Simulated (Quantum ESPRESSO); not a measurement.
# RbMnF3: orders under volume

Aim: follow moments and order energies of RbMnF3 with volume.

Main program and level: Quantum ESPRESSO 7.5; LDA with U = 4 eV on Mn d (ortho-atomic projectors); plane waves with GBRV 1.5 LDA potentials, no spin-orbit coupling.

## 1. The starting structure

The structure is cubic, space group Pm-3m (No. 221). Conventional cell: a = 4.232 Å, b = 4.232 Å, c = 4.232 Å, α = 90.00°, β = 90.00°, γ = 90.00°. Nearest to Rb lie 12 F at 2.99 Å. Nearest to Mn lie 6 F at 2.12 Å. F has 2 Mn at 2.12 Å and 4 Rb at 2.99 Å nearest. Farther neighbours and most contacts between anions are not listed.

The cell comes from Materials Project 2023-11-01, a database of computed structures, and need not be the stable phase.

## 2. Volume 0.8, ferro +

All lengths scale alike; the factor is that of the volume. Atoms keep their fractional places. Seeded atoms are those given a starting moment.

pw.in reads:

```
&CONTROL
  calculation = 'scf'
  prefix = 'pwscf'
  outdir = './tmp'
  pseudo_dir = './pseudo'
  disk_io = 'nowf'
  tprnfor = .true.
  tstress = .true.
/
&SYSTEM
  ibrav = 0
  nat = 5
  ntyp = 3
  ecutwfc = 40
  ecutrho = 280
  nbnd = 34
  occupations = 'smearing'
  smearing = 'fd'
  degauss = 0.00734986
  nspin = 2
  starting_magnetization(1) = 0
  starting_magnetization(2) = 0.3
  starting_magnetization(3) = 0
/
&ELECTRONS
  conv_thr = 1d-08
  electron_maxstep = 150
  mixing_beta = 0.3
/
ATOMIC_SPECIES
Rb     85.4678 rb_lda_v1.uspp.F.UPF
Mn     54.9380 mn_lda_v1.5.uspp.F.UPF
F      18.9984 f_lda_v1.4.uspp.F.UPF
CELL_PARAMETERS angstrom
   3.9290790847    0.0000000000    0.0000000000
   0.0000000000    3.9290790847    0.0000000000
   0.0000000000    0.0000000000    3.9290790847
ATOMIC_POSITIONS crystal
Rb      0.0000000000    0.0000000000    0.0000000000
Mn      0.5000000000    0.5000000000    0.5000000000
F       0.5000000000    0.0000000000    0.5000000000
F       0.5000000000    0.5000000000    0.0000000000
F       0.0000000000    0.5000000000    0.5000000000
K_POINTS automatic
6 6 6 0 0 0
HUBBARD {ortho-atomic}
U Mn-3d 4.0000
```

Started as:

```sh
OMP_NUM_THREADS=1 mpirun -n 4 pw.x -nk 4 -in pw.in > pw.out
```

What it wrote:

```text
Program PWSCF v.7.5 starts

     Message from routine setup:
     using ibrav=0 with symmetry is DISCOURAGED, use correct ibrav instead

     K-points division:     npool     =       4
     Subspace diagonalization in iterative solution of the eigenvalue problem:

     bravais-lattice index     =            0
     lattice parameter (alat)  =       7.4249  a.u.
     unit-cell volume          =     409.3256 (a.u.)^3
     number of atoms/cell      =            5
     number of atomic types    =            3
     number of electrons       =        45.00
     number of Kohn-Sham states=           34
     kinetic-energy cutoff     =      40.0000  Ry
     charge density cutoff     =     280.0000  Ry
     scf convergence threshold =      1.0E-08
     mixing beta               =       0.3000
     number of iterations used =            8  plain     mixing
     Exchange-correlation=  SLA  PZ   NOGX NOGC
                           (   1   1   0   0   0   0   0)
     Hubbard projectors: ortho-atomic
     Hubbard parameters of DFT+U (Dudarev formulation) in eV:
     U(Mn-3d) =  4.0000

     Internal variables: lda_plus_u =T, lda_plus_u_kind = 0

     Internal variables: orbital_resolved =F, hub_pot_fix =F, apply_U = F

     celldm(1)=   7.424883  celldm(2)=   0.000000  celldm(3)=   0.000000
     celldm(4)=   0.000000  celldm(5)=   0.000000  celldm(6)=   0.000000

     crystal axes: (cart. coord. in units of alat)
               a(1) = (   1.000000   0.000000   0.000000 )
               a(2) = (   0.000000   1.000000   0.000000 )
               a(3) = (   0.000000   0.000000   1.000000 )

     reciprocal axes: (cart. coord. in units 2 pi/alat)
               b(1) = (  1.000000  0.000000  0.000000 )
               b(2) = (  0.000000  1.000000  0.000000 )
               b(3) = (  0.000000  0.000000  1.000000 )

     PseudoPot. # 1 for Rb read from file:
     rb_lda_v1.uspp.F.UPF
     Pseudo is Ultrasoft + core correction, Zval =  9.0

     PseudoPot. # 2 for Mn read from file:
     mn_lda_v1.5.uspp.F.UPF
     Pseudo is Ultrasoft + core correction, Zval = 15.0

     PseudoPot. # 3 for F  read from file:
     f_lda_v1.4.uspp.F.UPF
     Pseudo is Ultrasoft, Zval =  7.0

     atomic species   valence    mass     pseudopotential
     Rb                9.00    85.46780     Rb( 1.00)
     Mn               15.00    54.93800     Mn( 1.00)
     F                 7.00    18.99840     F ( 1.00)

     Starting magnetic structure
     atomic species   magnetization
     Rb              0.000
     Mn              0.300
     F               0.000

     48 Sym. Ops., with inversion, found

   Cartesian axes

     site n.     atom                  positions (alat units)
         1        Rb     tau(   1) = (   0.0000000   0.0000000   0.0000000  )
         2        Mn     tau(   2) = (   0.5000000   0.5000000   0.5000000  )
         3        F      tau(   3) = (   0.5000000   0.0000000   0.5000000  )
         4        F      tau(   4) = (   0.5000000   0.5000000   0.0000000  )
         5        F      tau(   5) = (   0.0000000   0.5000000   0.5000000  )

     number of k points=    20  Fermi-Dirac smearing, width (Ry)=  0.0073
                       cart. coord. in units 2pi/alat
        k(    1) = (   0.0000000   0.0000000   0.0000000), wk =   0.0046296
        k(    2) = (   0.0000000   0.0000000   0.1666667), wk =   0.0277778
        k(    3) = (   0.0000000   0.0000000   0.3333333), wk =   0.0277778
        k(    4) = (   0.0000000   0.0000000  -0.5000000), wk =   0.0138889
        k(    5) = (   0.0000000   0.1666667   0.1666667), wk =   0.0555556
        [... 15 further k-points ...]

     Dense  grid:    32423 G-vectors     FFT dimensions: (  40,  40,  40)

     Smooth grid:    13949 G-vectors     FFT dimensions: (  30,  30,  30)

     Check: negative core charge=   -0.000027
     Generating pointlists ...
     new r_m :   0.2917 (alat units)  2.1657 (a.u.) for type    1
     new r_m :   0.2063 (alat units)  1.5314 (a.u.) for type    2
     new r_m :   0.2063 (alat units)  1.5314 (a.u.) for type    3

     Initial potential from superposition of free atoms

     starting charge      43.9956, renormalised to      45.0000

     negative rho (up, down):  3.366E-02 3.370E-02

     STARTING HUBBARD OCCUPATIONS:

     =================== HUBBARD OCCUPATIONS ===================
     ------------------------ ATOM    2 ------------------------
     Tr[ns(  2)] (up, down, total) =   5.00000  0.00000  5.00000
     Atomic magnetic moment for atom   2 =   5.00000
     [... lines left out ...]
     Number of occupied Hubbard levels =    5.0000

     Atomic wfc used for Hubbard projectors are orthogonalized

     Starting wfcs are   35 randomized atomic wfcs

     Self-consistent Calculation

     iteration #  1     ecut=    40.00 Ry     beta= 0.30
     Davidson diagonalization with overlap
     ethr =  1.00E-02,  avg # of iterations =  4.1

     =================== HUBBARD OCCUPATIONS ===================
     ------------------------ ATOM    2 ------------------------
     Tr[ns(  2)] (up, down, total) =   4.94379  0.21147  5.15526
     Atomic magnetic moment for atom   2 =   4.73231
     [... lines left out ...]
     Number of occupied Hubbard levels =    5.1553

     Threshold (ethr) on eigenvalues was too large:
     Diagonalizing with lowered threshold

     Davidson diagonalization with overlap
     ethr =  6.49E-04,  avg # of iterations =  1.9

     negative rho (up, down):  3.328E-02 3.331E-02

     total energy              =    -410.42331666 Ry
     estimated scf accuracy    <       0.30055870 Ry

     total magnetization       =     5.00 Bohr mag/cell
     absolute magnetization    =     5.00 Bohr mag/cell

     iteration #  2     ecut=    40.00 Ry     beta= 0.30
     Davidson diagonalization with overlap
     ethr =  6.68E-04,  avg # of iterations =  2.1

     negative rho (up, down):  3.319E-02 3.322E-02

     total energy              =    -410.46085482 Ry
     estimated scf accuracy    <       0.03462711 Ry

     total magnetization       =     5.00 Bohr mag/cell
     absolute magnetization    =     5.00 Bohr mag/cell

     [... further iterations left out ...]

     iteration #  9     ecut=    40.00 Ry     beta= 0.30
     Davidson diagonalization with overlap
     ethr =  6.43E-10,  avg # of iterations =  2.5

     negative rho (up, down):  3.327E-02 3.397E-02

     total energy              =    -410.46458537 Ry
     estimated scf accuracy    <       0.00000015 Ry

     total magnetization       =     5.00 Bohr mag/cell
     absolute magnetization    =     5.00 Bohr mag/cell

     iteration # 10     ecut=    40.00 Ry     beta= 0.30
     Davidson diagonalization with overlap
     ethr =  3.22E-10,  avg # of iterations =  2.1

     negative rho (up, down):  3.327E-02 3.397E-02

     Magnetic moment per site  (integrated on atomic sphere of radius R)
     atom   1 (R=0.292)  charge=  7.0615  magn= -0.0000
     atom   2 (R=0.206)  charge= 12.1086  magn=  4.0385
     atom   3 (R=0.206)  charge=  6.4888  magn=  0.0842
     atom   4 (R=0.206)  charge=  6.4888  magn=  0.0842
     atom   5 (R=0.206)  charge=  6.4888  magn=  0.0842

     End of self-consistent calculation

     =================== HUBBARD OCCUPATIONS ===================
     ------------------------ ATOM    2 ------------------------
     Tr[ns(  2)] (up, down, total) =   4.97271  0.29230  5.26501
     Atomic magnetic moment for atom   2 =   4.68042
     [... lines left out ...]
     Number of occupied Hubbard levels =    5.2650

     [... lines left out ...]
     the Fermi energy is    11.9016 ev

!    total energy              =    -410.46458540 Ry
     estimated scf accuracy    <          3.5E-09 Ry
     smearing contrib. (-TS)   =      -0.00000002 Ry
     internal energy E=F+TS    =    -410.46458538 Ry

     The total energy is F=E-TS. E is the sum of the following terms:
     one-electron contribution =    -211.25965918 Ry
     hartree contribution      =     131.46445533 Ry
     xc contribution           =     -67.58307169 Ry
     ewald contribution        =    -263.13009757 Ry
     Hubbard energy            =       0.04378773 Ry

     total magnetization       =     5.00 Bohr mag/cell
     absolute magnetization    =     5.00 Bohr mag/cell

     convergence has been achieved in  10 iterations

     negative rho (up, down):  3.327E-02 3.397E-02

     Forces acting on atoms (cartesian axes, Ry/au):

     atom    1 type  1   force =     0.00000000    0.00000000    0.00000000
     atom    2 type  2   force =     0.00000000    0.00000000    0.00000000
     atom    3 type  3   force =     0.00000000    0.00000000    0.00000000
     atom    4 type  3   force =     0.00000000    0.00000000    0.00000000
     atom    5 type  3   force =     0.00000000    0.00000000    0.00000000

     Total force =     0.000000     Total SCF correction =     0.000000

     Computing stress (Cartesian axis) and pressure

     negative rho (up, down):  3.327E-02 3.397E-02
          total   stress  (Ry/bohr**3)                   (kbar)     P=      207.87
   0.00141305   0.00000000   0.00000000          207.87        0.00        0.00
   0.00000000   0.00141305   0.00000000            0.00      207.87        0.00
   0.00000000   0.00000000   0.00141305            0.00        0.00      207.87

=------------------------------------------------------------------------------=
   JOB DONE.
=------------------------------------------------------------------------------=
```

The job ended after 12 s (4 MPI ranks of Arm Neoverse V2, shared host; peak memory 0.42 GiB).

Spin moment in the atom's sphere by atom:

```tsv
atom	spin moment in the atom's sphere (μB)
Rb1	0.00
Mn2	4.04
F3	0.08
F4	0.08
F5	0.08
```

Numbers from this step:

- smearing term TS: 2.67e-7 eV
- pressure: 20.79 GPa
- magnetization: 5 μB
- absolute magnetization: 5.003 μB
- final state: ferromagnetic

## 3. Volume 0.8, antiferro q=(0,0,1/2) +-

The wavevector q is in fractions of the reciprocal vectors of the crystal's primitive cell, as the cells of these inputs are built from it; moments change sign between cells as cos(2π q·R).

pw.in reads:

```
&CONTROL
  calculation = 'scf'
  prefix = 'pwscf'
  outdir = './tmp'
  pseudo_dir = './pseudo'
  disk_io = 'nowf'
  tprnfor = .true.
  tstress = .true.
/
&SYSTEM
  ibrav = 0
  nat = 10
  ntyp = 4
  ecutwfc = 40
  ecutrho = 280
  nbnd = 59
  occupations = 'smearing'
  smearing = 'fd'
  degauss = 0.00734986
  nspin = 2
  starting_magnetization(1) = 0
  starting_magnetization(2) = 0.3
  starting_magnetization(3) = -0.3
  starting_magnetization(4) = 0
/
&ELECTRONS
  conv_thr = 2d-08
  electron_maxstep = 150
  mixing_beta = 0.3
/
ATOMIC_SPECIES
Rb     85.4678 rb_lda_v1.uspp.F.UPF
Mn1    54.9380 mn_lda_v1.5.uspp.F.UPF
Mn2    54.9380 mn_lda_v1.5.uspp.F.UPF
F      18.9984 f_lda_v1.4.uspp.F.UPF
CELL_PARAMETERS angstrom
   3.9290790847    0.0000000000    0.0000000000
   0.0000000000    3.9290790847    0.0000000000
   0.0000000000    0.0000000000    7.8581581694
ATOMIC_POSITIONS crystal
Rb      0.0000000000    0.0000000000    0.0000000000
Rb      0.0000000000    0.0000000000    0.5000000000
Mn1     0.5000000000    0.5000000000    0.2500000000
Mn2     0.5000000000    0.5000000000    0.7500000000
F       0.5000000000    0.0000000000    0.2500000000
F       0.5000000000    0.0000000000    0.7500000000
F       0.5000000000    0.5000000000    0.0000000000
F       0.5000000000    0.5000000000    0.5000000000
F       0.0000000000    0.5000000000    0.2500000000
F       0.0000000000    0.5000000000    0.7500000000
K_POINTS automatic
6 6 3 0 0 0
HUBBARD {ortho-atomic}
U Mn1-3d 4.0000
U Mn2-3d 4.0000
```

What it wrote:

```text
     [... lines left out ...]
Program PWSCF v.7.5 starts
     [... lines left out ...]
     number of atoms/cell      =           10
     [... lines left out ...]
     number of electrons       =        90.00
     number of Kohn-Sham states=           59
     kinetic-energy cutoff     =      40.0000  Ry
     charge density cutoff     =     280.0000  Ry
     scf convergence threshold =      2.0E-08
     [... lines left out ...]
     16 Sym. Ops., with inversion, found ( 8 have fractional translation)
     [... lines left out ...]
     number of k points=    20  Fermi-Dirac smearing, width (Ry)=  0.0073
     [... lines left out ...]
     iteration # 10     ecut=    40.00 Ry     beta= 0.30
     [... lines left out ...]
     Magnetic moment per site  (integrated on atomic sphere of radius R)
     atom   1 (R=0.292)  charge=  7.0614  magn=  0.0000
     atom   2 (R=0.292)  charge=  7.0614  magn=  0.0000
     atom   3 (R=0.206)  charge= 12.1099  magn=  4.0231
     atom   4 (R=0.206)  charge= 12.1099  magn= -4.0231
     atom   5 (R=0.206)  charge=  6.4884  magn=  0.0820
     atom   6 (R=0.206)  charge=  6.4884  magn= -0.0820
     atom   7 (R=0.206)  charge=  6.4873  magn= -0.0000
     atom   8 (R=0.206)  charge=  6.4873  magn= -0.0000
     atom   9 (R=0.206)  charge=  6.4884  magn=  0.0820
     atom  10 (R=0.206)  charge=  6.4884  magn= -0.0820
     [... lines left out ...]
     Tr[ns(  3)] (up, down, total) =   4.96896  0.30272  5.27168
     [... lines left out ...]
     Tr[ns(  4)] (up, down, total) =   0.30272  4.96896  5.27168
     [... lines left out ...]
     the Fermi energy is    11.9267 ev
!    total energy              =    -820.93406526 Ry
     estimated scf accuracy    <          4.2E-09 Ry
     smearing contrib. (-TS)   =      -0.00000001 Ry
     [... lines left out ...]
     total magnetization       =    -0.00 Bohr mag/cell
     absolute magnetization    =     9.80 Bohr mag/cell
     convergence has been achieved in  10 iterations
     [... lines left out ...]
     Total force =     0.000004     Total SCF correction =     0.000018
     [... lines left out ...]
          total   stress  (Ry/bohr**3)                   (kbar)     P=      204.13
     [... lines left out ...]
```

Run time: 54 s. Hardware: 4 MPI ranks; peak memory 0.71 GiB.

Spin moment in the atom's sphere by atom:

```tsv
atom	spin moment in the atom's sphere (μB)
Rb1	0.00
Rb2	0.00
Mn3	4.02
Mn4	-4.02
F5	0.08
F6	-0.08
F7	0.00
F8	0.00
F9	0.08
F10	-0.08
```

Read from the output:

* smearing term TS: 1.79e-7 eV
* pressure: 20.41 GPa
* magnetization: 0 μB
* absolute magnetization: 9.802 μB
* final state: antiferromagnetic

(Continued in part 2 of 2.)

[Logs and program files are shortened in this print: banners, set-up blocks, solver, clock and traceback lines can be left out without a mark of their own.]

[Logs are printed without paths, hosts, clocks, repeated set-up lines and the standing remarks that a program may print on its own settings, such as how far it seeks lower states.]

[Hosts, paths, dates, database ids (printed as entryN), source tags and the programs' standing remarks are cut or masked in the printed files.]

[Where a cell is said to come from a database of computed structures, the database is the Materials Project.]
